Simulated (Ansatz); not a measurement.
# MgO (Periclase, Fm-3m): from the cell to its phonons, part 2 of 3

The cell of MgO (Periclase, Fm-3m) is at rest. What are its phonons? After the zone centre comes a 4×4×4 q mesh on a 12×12×12 k mesh.

Ansatz 0.2.0; DFT PBEsol, scalar-relativistic, plane waves, PAW.

So far. Step 2 (Zone-centre response): Before it was imposed, the acoustic sum rule was missed by 1.8e-4 eV/Å² and the charge sum rule by 2.4e-6 e. Small misses are needed for a sound result but don't prove that mesh and cutoff are converged. The lowest optical mode is real, 388 cm⁻¹.

The database entry behind the starting cell differs from later determinations by our own check (about 0.1 % long), so it need not match the best structure at ambient conditions.

**3. Phonons on a q mesh**

Stability and thermal properties need the whole zone. Linear response on a 4×4×4 q mesh gives force constants as far as a supercell of that size would, and the tensors from the zone-centre run are typed in so that the long-range dipole term is interpolated apart.

Input file input.yaml:

```yaml
crystal:
  lattice:
    - [0.0, 2.1071057379, 2.1071057379]
    - [2.1071057379, 0.0, 2.1071057379]
    - [2.1071057379, 2.1071057379, 0.0]
  atoms:
    - { symbol: Mg, position: [0.0, 0.0, 0.0] }
    - { symbol: O, position: [0.5, 0.5, 0.5] }
kpoints:
  mp_grid: { grid: [12, 12, 12] }
hamiltonian:
  xc: pbesol
scf:
  occupations: { method: fixed }
output:
  eigenvalues: true
phonons:
  method: dfpt
  qmesh: [4, 4, 4]
  temperatures: { t_max: 1000, t_step: 50 }
  qpath:
    path:
      - [[0.0, 0.0, 0.0], [0.5, 0.0, 0.5], [0.625, 0.25, 0.625]]
      - [[0.375, 0.375, 0.75], [0.0, 0.0, 0.0], [0.5, 0.5, 0.5], [0.5, 0.25, 0.75], [0.5, 0.0, 0.5]]
    npoints: 10
  non_analytic_term:
    high_frequency_dielectric_tensor: [[3.2457, 0.0, 0.0], [0.0, 3.2457, 0.0], [0.0, 0.0, 3.2457]]
    born_effective_charges:
      - { species: Mg, tensor: [[1.9803, 0.0, 0.0], [0.0, 1.9803, 0.0], [0.0, 0.0, 1.9803]] }
      - { species: O, tensor: [[-1.9803, 0.0, 0.0], [0.0, -1.9803, 0.0], [0.0, 0.0, -1.9803]] }
    source: "zone-centre run at this cell"
```

Run with:

```bash
$ ansatz run input.yaml --threads 4 --pin off --max-ram 7168MiB --backend cpu --events-out ev --progress --plain --runs-dir out
```

Numbers of over 12 decimals in the logs are rounded to 6 here.

Output:

```text
[...]
Crystal: 2 atoms, lattice volume = 18.711 Å³
Basis set: ecut = 420 eV, 339 PW (Γ), exchange–correlation on 40×40×40 points (8 copies of the dense FFT grid, shifted against one another)
Bands: 12, of which v1, the nominal top of the filled ones, is band 8 counted from 1 (7 counted from 0)
Symmetry: 48 space group operations
k-points: 72 of 1728
[...]
SCF iter   1: F=—  HF=-2475.881091 eV  |F-HF|=—  |Δ(HF+E_count)|=         —  Δρ=1.46e-2  dr2=3.16e-2  ethr=1.77e-3  ⟨swp⟩=4.6  Hψ=4498  notcnv=0  defer=129
[...]
SCF iter   8: F=-2475.871485 eV  HF=-2475.871485 eV  |F-HF|=9.09e-13  |Δ(HF+E_count)|=  5.91e-12  Δρ=3.45e-8  dr2=7.06e-14  ethr=1.00e-12  ⟨swp⟩=5.0  Hψ=3143  notcnv=0
SCF 1 converged in 8 iterations: F = -2475.871485 eV  dr2 = 7.06e-14
[...]
NSCF: frozen V_eff on 72 k-points
[...]
DFPT response loops at q = (0, 0, 0) (fractional): preconditioner auto → none (the input reference at scf.mixing.eps_inf says where Resta's filter doesn't serve); β = 0.50; Broyden in place of MSR1
[...]
SCF converged after 8 iterations
Free energy (F): -2475.871485 eV
[...]
Internal energy: -2475.871485 eV  (E = F + TS)
E sigma→0 (E₀):  -2475.871485 eV
Fermi energy:    7.994627 eV
[...]
--- Band table (eV; the first three rows and the last of 72) ---
  k-point 0: bands = [... 4 lower, -9.1921, 7.9946, 7.9946, 7.9946, 12.6138, 23.6608, 23.6608, 23.6608]
  k-point 1: bands = [... 4 lower, -9.1145, 7.5155, 7.9468, 7.9468, 13.0743, 22.6775, 23.8298, 23.8298]
  k-point 2: bands = [... 4 lower, -8.8954, 6.4654, 7.8190, 7.8190, 14.0423, 21.2962, 24.2283, 24.2283]
  k-point 71: bands = [... 4 lower, -7.5577, 5.0176, 5.0176, 6.2069, 19.4920, 19.4920, 20.0516, 23.3758]
--- Phonons (Γ-DFPT): 2 representative perturbations + reference (Σ response iterations 7) ---
  ASR residual: 7.586e-6 → 0.000e0 eV/Å²; symmetrization residual: 1.449e-6 eV/Å²
  ASR residual per site (eV/Å²): 7.59e-6 3.76e-6
  Γ frequencies (cm⁻¹): 0.00 0.00 0.00 387.50 387.50 387.50
--- Phonons (arbitrary-q DFPT): 8 irreducible q on the 4×4×4 mesh ---
  q = [0.0000, 0.0000, 0.0000] (star 1, of the zone-centre solve; hermiticity 5.44e-7, symmetrization 5.40e-13): 0.00 0.00 0.00 387.50 387.50 387.50
  q = [0.0000, 0.0000, 0.2500] (star 8, 2 solved perturbations on 936 of 1728 k-point pairs; hermiticity 9.33e-8, symmetrization 6.31e-9): 179.35 179.35 320.07 378.44 378.44 660.11
[...]
q = [0.0000, 0.2500, 0.2500] (star 6, 4 solved perturbations in 1608 linear systems a pass and spin channel, the states on 510 of 1728 k-point pairs; hermiticity 1.95e-7, symmetrization 7.13e-9): 213.31 213.31 319.56 411.37 411.37 605.97
[...]
sum rule: each row above includes the acoustic sum rule's correction from the zone centre's row sums; it moved no ω² by more than (0.29 cm⁻¹)²
  mesh force constants: q→R imaginary residual 1.98e-18; ASR residual 7.586e-6 → 0.000e0 eV/Å²; symmetrization residual 5.329e-15 eV/Å²
  interpolated dispersion: 63 rows × 6 modes
  density of states and harmonic sums: on the 28×28×28 q-mesh, interpolated from the force constants of a 4×4×4 supercell (with the dipole–dipole term of supplied tensors)
  largest difference from the sums on the solved wave vectors: F 7.76e-3 eV, S 1.19e-5 and C_V 3.96e-6 eV/K
  zero-point energy: 0.144447 eV/cell   skipped modes (ω ≤ 0): 3   left out of the sums: 2.28e-5 of the cell's modes: C_V's classical limit lies that fraction below 3 k_B per atom; for a crystal, a wire or a layer, F and S can be off by more, and a phonons.interpolated_qmesh denser along its periods is the remedy for the sampling
```

Wall time 74 s (4 threads of Arm Neoverse V1, shared host); peak memory 1.1 GiB.

This step gave:

```
sum-rule residual before enforcement                    : 7.59e-6 eV/Å²
lowest frequency on the path                            : 0 cm⁻¹
highest frequency on the path or at a solved wavevector : 692.5 cm⁻¹
mean frequency                                          : 388.4 cm⁻¹
Debye temperature (second moment)                       : 751 K
logarithmic mean frequency                              : 370.6 cm⁻¹
lowest mode on the q mesh (acoustic modes at Γ apart)   : 179.3 cm⁻¹
zero-point energy per atom                              : 72.22 meV
heat capacity at 300 K                                  : 18.68 J/(mol atoms K)
vibrational entropy at 300 K                            : 14.09 J/(mol atoms K)
```

Frequencies (cm⁻¹) solved at each irreducible wavevector; negative means imaginary. Frequencies by wavevector, by row:

| q in reciprocal lattice units | star | mode 1 | mode 2 | mode 3 | mode 4 | mode 5 | mode 6 |
| --- | --- | --- | --- | --- | --- | --- | --- |
| 0 0 0 | 1 | 0 | 0 | 0 | 387.5 | 387.5 | 387.5 |
| 0 0 0.25 | 8 | 179.3 | 179.3 | 320.1 | 378.4 | 378.4 | 660.1 |
| 0 0 -0.5 | 4 | 271.3 | 271.3 | 353.2 | 353.2 | 537.4 | 555.8 |
| 0 0.25 0.25 | 6 | 213.3 | 213.3 | 319.6 | 411.4 | 411.4 | 606 |
| 0 0.25 -0.5 | 24 | 275.1 | 322.5 | 400.9 | 429.3 | 438.1 | 542.5 |
| 0 0.25 -0.25 | 12 | 261.2 | 314.2 | 362.5 | 404.7 | 448.2 | 573.8 |
| 0 -0.5 -0.5 | 3 | 284.4 | 284.4 | 414.9 | 436.5 | 436.5 | 534.5 |
| 0.25 -0.5 -0.25 | 6 | 340.3 | 368.4 | 368.4 | 431.4 | 486.9 | 486.9 |

Interpolated from a 4×4×4 q mesh, with the LO-TO term (at Γ the limit along the path; where Γ stands inside the path, tables give the limit on arrival). Phonon branches along the path, in cm⁻¹:

```
    point  branch 1  branch 2  branch 3  branch 4  branch 5  branch 6
        Γ         0         0         0       388       388       692
  halfway       213       213       320       411       411       606
        X       284       284       415       436       436       534
  halfway       286       315       409       429       450       528
        U       290       379       391       406       479       510
jump to K       290       379       391       406       479       510
  halfway       210       252       345       364       422       625
        Γ         0         0         0       388       388       692
  halfway       179       179       320       378       378       660
        L       271       271       353       353       537       556
  halfway       289       322       383       429       472       532
        W       340       368       368       431       487       487
  halfway       312       315       404       435       450       522
        X       284       284       415       436       436       534
```

The phonon branches as a text plot (rows in cm⁻¹):

```
    678 |***                      **********
    649 |   *                    *          **
    620 |    ***                *             *
    592 |       *              *               **
    563 |        *           **                  ***
    534 |         *******   *                    *******      ***
    505 |                ***                    *   **  ** ***
    476 |                ** *                  *      * *****
    447 |           *****    ***                       *    *****
    418 |    ****************** **            *      ** ****  ***
    390 |****    *      ****   *  ***********       * ** * ***
    361 |       *        * *********         *********  ****
    332 |      *        *    ** *           *         ** *****
    303 |             ** ***   * *                  *****     **
    274 |    **   *******   ***            *    ******          *
    245 |       **             **             **
    216 |   *  *                ****         *
    188 |    **                           * *
    159 |                        ****      *
    130 |  **                     **     *
    101 |  *                        *     *
     72 | *                          *  **
     43 | *                          *  *
     14 |*                            **
         Γ           X  U|K            Γ         L        W     X
```

Tetrahedra on a 28×28×28 mesh, mean over bins of 10 cm-1. Interpolated from a 4×4×4 q mesh. The phonon density of states by wavenumber; read off at these points:

```
wavenumber (cm⁻¹)  phonon density of states (1/cm⁻¹/cell)
                5                                       0
               25                                  3.0e-5
               45                                  1.2e-4
               65                                  2.8e-4
               75                                  3.8e-4
               95                                  6.5e-4
              115                                  9.9e-4
              135                                 0.00146
              155                                 0.00206
              175                                 0.00287
              195                                 0.00395
              215                                 0.00546
              225                                 0.00645
              245                                 0.00929
              265                                  0.0152
              285                                  0.0255
              305                                  0.0144
              325                                  0.0105
              345                                 0.00837
              355                                  0.0110
              375                                  0.0246
              395                                  0.0323
              405                                  0.0383
              415                                  0.0330
              435                                  0.0198
              455                                  0.0119
              475                                 0.00964
              485                                 0.00535
              505                                 0.00633
              525                                  0.0112
              535                                  0.0112
              545                                 0.00878
              565                                 0.00645
              585                                 0.00506
              605                                 0.00423
              625                                 0.00354
              635                                 0.00321
              655                                 0.00252
              675                                 0.00167
              695                                  6.0e-5
```

Phonopy on the run's constants, 21x21x21 mesh, Gaussian sigma 5.2 cm-1. Interpolated from a 4×4×4 q mesh. The partial phonon density of states by wavenumber; read off at these points; values in 1/cm⁻¹/cell:

```csv
wavenumber (cm⁻¹),Mg,O
0.0,1.0e-5,1.0e-5
20.0,0,0
40.0,8.9e-5,5.9e-5
60.0,1.2e-4,7.8e-5
80.0,2.5e-4,1.6e-4
100.0,4.9e-4,3.0e-4
120.0,7.5e-4,4.4e-4
140.0,0.00123,6.8e-4
160.0,0.00143,7.6e-4
180.0,0.00188,9.0e-4
200.0,0.00332,0.00140
220.0,0.00460,0.00158
240.0,0.00652,0.00175
260.0,0.0113,0.00212
280.0,0.0212,0.00236
284.6,0.0217,0.00235
300.0,0.0157,0.00167
320.0,0.0106,0.00115
340.0,0.00807,9.1e-4
360.0,0.00722,0.0106
380.0,0.00730,0.0180
400.0,0.0153,0.0198
404.3,0.0176,0.0197
420.0,0.0130,0.0183
440.0,0.00439,0.0111
460.0,0.00275,0.00945
480.0,0.00185,0.00537
500.0,0.00127,0.00379
520.0,9.4e-4,0.00940
528.7,7.6e-4,0.0106
540.0,9.4e-4,0.00915
560.0,0.00148,0.00582
580.0,0.00155,0.00379
600.0,0.00151,0.00296
620.0,0.00139,0.0024
640.0,0.00121,0.00195
660.0,9.1e-4,0.00141
680.0,5.4e-4,8.3e-4
700.0,1.6e-5,2.3e-5
720.0,0,0
```

Second derivatives of the energy by pair, one row for each kind of neighbour of each atom listed. Each entry sums the pair over the periodic images of the supercell that the q mesh stands for, and in a polar crystal it holds the long-range dipole part too. Force constants by pair, by row:

```
atom  neighbour  distance (Å)  third of the trace (eV/Å²)  along the pair's line (eV/Å²)
 Mg1     itself             0                       11.43                              –
 Mg1          O         2.107                      -1.384                         -1.408
 Mg1         Mg          2.98                     -0.1717                         -2.145
 Mg1          O          3.65                     -0.0293                         0.6002
 Mg1         Mg         4.214                     -0.2604                        -0.7896
 Mg1          O         4.712                      0.0699                         0.4162
 Mg1         Mg         5.161                     -0.0442                         -0.288
 Mg1         Mg          5.96                     -0.0027                        -0.2937
 Mg1          O         6.321                      0.0737                         0.1402
  O2     itself             0                       11.59                              –
  O2         Mg         2.107                      -1.384                         -1.408
  O2          O          2.98                     -0.2963                         -1.745
  O2         Mg          3.65                     -0.0293                         0.6002
  O2          O         4.214                     -0.0131                        -0.3444
  O2         Mg         4.712                      0.0699                         0.4162
  O2          O         5.161                     -0.0484                        -0.2691
  O2          O          5.96                     -0.1305                        -0.4974
  O2         Mg         6.321                      0.0483                         0.1888
```

Harmonic thermodynamic functions per atom, from the density of states. Interpolated from a 4×4×4 q mesh. Thermodynamic functions, by row:

```csv
T (K),F_vib (meV/atom),S (J/mol-atom/K),C_V (J/mol-atom/K)
0,72.22,0,0
50,72.21,0.13,0.467
100,71.89,1.401,4.229
200,67.51,7.463,13.71
300,56.28,14.09,18.68
400,38.62,19.83,21.09
500,15.48,24.69,22.36
600,-12.31,28.84,23.1
700,-44.1,32.44,23.57
800,-79.39,35.6,23.88
900,-117.8,38.43,24.1
1000,-159,40.98,24.25
```

Harmonic mean-square displacement, third of the trace. Interpolated from a 4×4×4 q mesh. Mean square displacements, by row:

```
T (K)  Mg1 U_eq (Å²)  O2 U_eq (Å²)
    0        0.00224       0.00264
  100         0.0024       0.00277
  300        0.00402       0.00405
  600        0.00726       0.00695
```

Symmetry leaves 8 wavevectors to solve. The lowest mode among them, the acoustic zeros apart, lies at q = (0, 0, 0.25) and is real, 179 cm⁻¹.

(Part 2 of 3 ends here.)

[Logs are printed without paths, hosts, clocks, repeated set-up lines and the standing remarks that a program may print on its own settings, such as how far it seeks lower states.]

[Hosts, paths, dates, database ids (printed as entryN), source tags and the programs' standing remarks are cut or masked in the printed files.]
